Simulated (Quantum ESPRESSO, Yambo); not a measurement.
# Al2O3 (Corundum): G0W0 in Yambo against the screening cutoff

Aim: move the screening cutoff of a G0W0 run on Al2O3 (Corundum) over a wide range.

Main program and level: Yambo 5.3.0; PBE and many-body steps on it, plane waves.

This is a report of a sequence of runs, with most program output left out.

## (1) Set-up

Symmetry: R-3c, No. 167, trigonal system. The conventional cell has a = 4.760 Å, b = 4.760 Å, c = 12.996 Å, α = 90.00°, β = 90.00°, γ = 120.00°. Nearest to Al lie 6 O at 1.85 to 1.97 Å. O has 4 Al at 1.85 to 1.97 Å nearest. Farther neighbours and most contacts between anions are not listed.

Structure file:

```cif
data_structure
_symmetry_space_group_name_H-M 'R-3c:H'
_symmetry_Int_Tables_number 167
_cell_length_a 4.7605
_cell_length_b 4.7605
_cell_length_c 12.9956
_cell_angle_alpha 90.000
_cell_angle_beta 90.000
_cell_angle_gamma 120.000
_cell_volume 255.05
loop_
_atom_site_label
_atom_site_type_symbol
_atom_site_symmetry_multiplicity
_atom_site_Wyckoff_symbol
_atom_site_fract_x
_atom_site_fract_y
_atom_site_fract_z
_atom_site_occupancy
Al1 Al 12 c 0.66667 0.33333 0.18549 1
O1 O 18 e 0.64001 0.66667 0.41667 1
```

The cell and positions come from the Crystallography Open Database and are kept as given unless a step says otherwise.

## (2) 2 Ha

This step: Yambo 5.3.0; G0W0 on PBE, plane waves, norm-conserving pseudopotentials.

G0W0 replaces the xc potential by the self-energy, built once from these orbitals. Only a window of levels is corrected, while the sums run over the empty bands that the input names.

Contents of gw7.in:

```
HF_and_locXC
gw0
dyson
ppa
em1d
rim_cut
RandQpts= 1000000
RandGvec= 1 RL
EXXRLvcs= 72 Ry
VXCRLvcs= 288 Ry
Chimod= "HARTREE"
% BndsRnXp
 1 | 113 |
%
NGsBlkXp= 4 Ry
% LongDrXp
 1 | 1 | 1 |
%
% GbndRnge
 1 | 113 |
%
DysSolver= "n"
ExtendOut
PPAPntXp= 27.21138 eV
% QPkrange
 1 | 1 | 23 | 26 |
%
```

On the command line:

```bash
> OMP_NUM_THREADS=2 mpirun -n 4 yambo -F gw7.in -J gw7 -C gw7 > gw7.log
```

It took 80 s on 4 MPI ranks of Arm Neoverse V2, shared host; peak memory 3.2 GiB.

This step gave:

* G0W0 gap on the points computed: 8.303 eV
* starting gap on the mesh: 6.266 eV
* k of the valence top: 0, 0, 0
* k of the conduction bottom: 0, 0, 0
* least direct G0W0 gap on the computed points: 8.303 eV
* Z at the valence top: 0.8300
* Z at the conduction bottom: 0.8625

The gap on the mesh goes from 6.27 eV to 8.30 eV, a correction of +2.04 eV.

## (3) 3 Ha

Contents of gw8.in:

```
HF_and_locXC
gw0
dyson
ppa
em1d
rim_cut
RandQpts= 1000000
RandGvec= 1 RL
EXXRLvcs= 72 Ry
VXCRLvcs= 288 Ry
Chimod= "HARTREE"
% BndsRnXp
 1 | 113 |
%
NGsBlkXp= 6 Ry
% LongDrXp
 1 | 1 | 1 |
%
% GbndRnge
 1 | 113 |
%
DysSolver= "n"
ExtendOut
PPAPntXp= 27.21138 eV
% QPkrange
 1 | 1 | 23 | 26 |
%
```

On the command line:

```bash
> OMP_NUM_THREADS=2 mpirun -n 4 yambo -F gw8.in -J gw8 -C gw8 > gw8.log
```

It took 91 s on 4 MPI ranks; peak memory 3.2 GiB; 12 min of CPU time.

This step gave:

| Quantity | Value |
| --- | --- |
| G0W0 gap on the points computed | 8.316 eV |
| starting gap on the mesh | 6.266 eV |
| k of the valence top | 0, 0, 0 |
| k of the conduction bottom | 0, 0, 0 |
| least direct G0W0 gap on the computed points | 8.316 eV |
| Z at the valence top | 0.8218 |
| Z at the conduction bottom | 0.8583 |

Against the run before, the gap moves by +0.013 eV.

## (4) 6 Ha

Contents of gw9.in:

```
HF_and_locXC
gw0
dyson
ppa
em1d
rim_cut
RandQpts= 1000000
RandGvec= 1 RL
EXXRLvcs= 72 Ry
VXCRLvcs= 288 Ry
Chimod= "HARTREE"
% BndsRnXp
 1 | 113 |
%
NGsBlkXp= 12 Ry
% LongDrXp
 1 | 1 | 1 |
%
% GbndRnge
 1 | 113 |
%
DysSolver= "n"
ExtendOut
PPAPntXp= 27.21138 eV
% QPkrange
 1 | 1 | 23 | 26 |
%
```

On the command line:

```bash
> OMP_NUM_THREADS=2 mpirun -n 4 yambo -F gw9.in -J gw9 -C gw9 > gw9.log
```

The job ended after 3 min (4 MPI ranks; peak memory 3.2 GiB).

Numbers from this step:

```yaml
g0w0_gap_on_the_points_computed: 8.467 eV
starting_gap_on_the_mesh: 6.266 eV
k_of_the_valence_top: 0, 0, 0
k_of_the_conduction_bottom: 0, 0, 0
least_direct_g0w0_gap_on_the_computed_points: 8.467 eV
```

Against the run before, the gap moves by +0.151 eV.

## (5) 7.5 Ha

Contents of gw10.in:

```
HF_and_locXC
gw0
dyson
ppa
em1d
rim_cut
RandQpts= 1000000
RandGvec= 1 RL
EXXRLvcs= 72 Ry
VXCRLvcs= 288 Ry
Chimod= "HARTREE"
% BndsRnXp
 1 | 113 |
%
NGsBlkXp= 15 Ry
% LongDrXp
 1 | 1 | 1 |
%
% GbndRnge
 1 | 113 |
%
DysSolver= "n"
ExtendOut
PPAPntXp= 27.21138 eV
% QPkrange
 1 | 1 | 23 | 26 |
%
```

On the command line:

```bash
> OMP_NUM_THREADS=2 mpirun -n 4 yambo -F gw10.in -J gw10 -C gw10 > gw10.log
```

The job ended after 4.9 min (4 MPI ranks; peak memory 3.2 GiB; 38 min of CPU time).

This step gave:

| Quantity | Value |
| --- | --- |
| G0W0 gap on the points computed | 8.478 eV |
| starting gap on the mesh | 6.266 eV |
| k of the valence top | 0, 0, 0 |
| k of the conduction bottom | 0, 0, 0 |
| least direct G0W0 gap on the computed points | 8.478 eV |

Against the run before, the gap moves by +0.010 eV.

## (6) 9.5 Ha

Contents of gw11.in:

```
HF_and_locXC
gw0
dyson
ppa
em1d
rim_cut
RandQpts= 1000000
RandGvec= 1 RL
EXXRLvcs= 72 Ry
VXCRLvcs= 288 Ry
Chimod= "HARTREE"
% BndsRnXp
 1 | 113 |
%
NGsBlkXp= 19 Ry
% LongDrXp
 1 | 1 | 1 |
%
% GbndRnge
 1 | 113 |
%
DysSolver= "n"
ExtendOut
PPAPntXp= 27.21138 eV
% QPkrange
 1 | 1 | 23 | 26 |
%
```

On the command line:

```bash
> OMP_NUM_THREADS=2 mpirun -n 4 yambo -F gw11.in -J gw11 -C gw11 > gw11.log
```

It took 9.6 min on 4 MPI ranks; peak memory 3.3 GiB.

Numbers from this step:

```yaml
g0w0_gap_on_the_points_computed: 8.487 eV
starting_gap_on_the_mesh: 6.266 eV
k_of_the_valence_top: 0, 0, 0
k_of_the_conduction_bottom: 0, 0, 0
least_direct_g0w0_gap_on_the_computed_points: 8.487 eV
```

Against the run before, the gap moves by +0.009 eV.

## (7) Side by side

Times are wall times on 4 MPI ranks of Arm Neoverse V2, shared host, good to a factor of about two.

```csv
run,mesh,bands,screening cutoff (eV),DFT gap (eV),gap on the mesh (eV),direct (eV),time
2 Ha,4×4×4,113,54.4,6.266,8.303,8.303,80 s
3 Ha,4×4×4,113,81.6,6.266,8.316,8.316,91 s
6 Ha,4×4×4,113,163.3,6.266,8.467,8.467,3 min
7.5 Ha,4×4×4,113,204.1,6.266,8.478,8.478,4.9 min
9.5 Ha,4×4×4,113,258.5,6.266,8.487,8.487,9.6 min
```

## (8) What came out

- 2 Ha: 8.303 eV
- 3 Ha: 8.316 eV
- 6 Ha: 8.467 eV
- 7.5 Ha: 8.478 eV
- 9.5 Ha: 8.487 eV
- known limits: not at the basis limit

In words: The setting moved: screening cutoff. From 2 Ha to 9.5 Ha the gap moves by +0.18 eV, for 7.2 times the time. It holds to 0.03 eV from 6 Ha on. Bands and screening cutoff are coupled, so a series along one setting does not show full convergence. Bands and cutoff are finite, so the gap is not at the basis limit. The miss can reach some tenths of an eV and take either sign; the mesh is an error of its own. In the G0W0 runs levels were corrected at 1 k point alone, so a gap called «on the mesh» is the least over those, and an edge elsewhere would be missed.

[Paths, hosts, dates, memory and timing lines, banners, echoed tables and standing remarks are left out of the program output.]

[Logs are printed without paths, hosts, clocks, repeated set-up lines and the standing remarks that a program may print on its own settings, such as how far it seeks lower states.]

[Runs of the session that timed out or met a known fault of the program may be left out.]

[Hosts, paths, dates, database ids (printed as entryN), source tags and the programs' standing remarks are cut or masked in the printed files.]
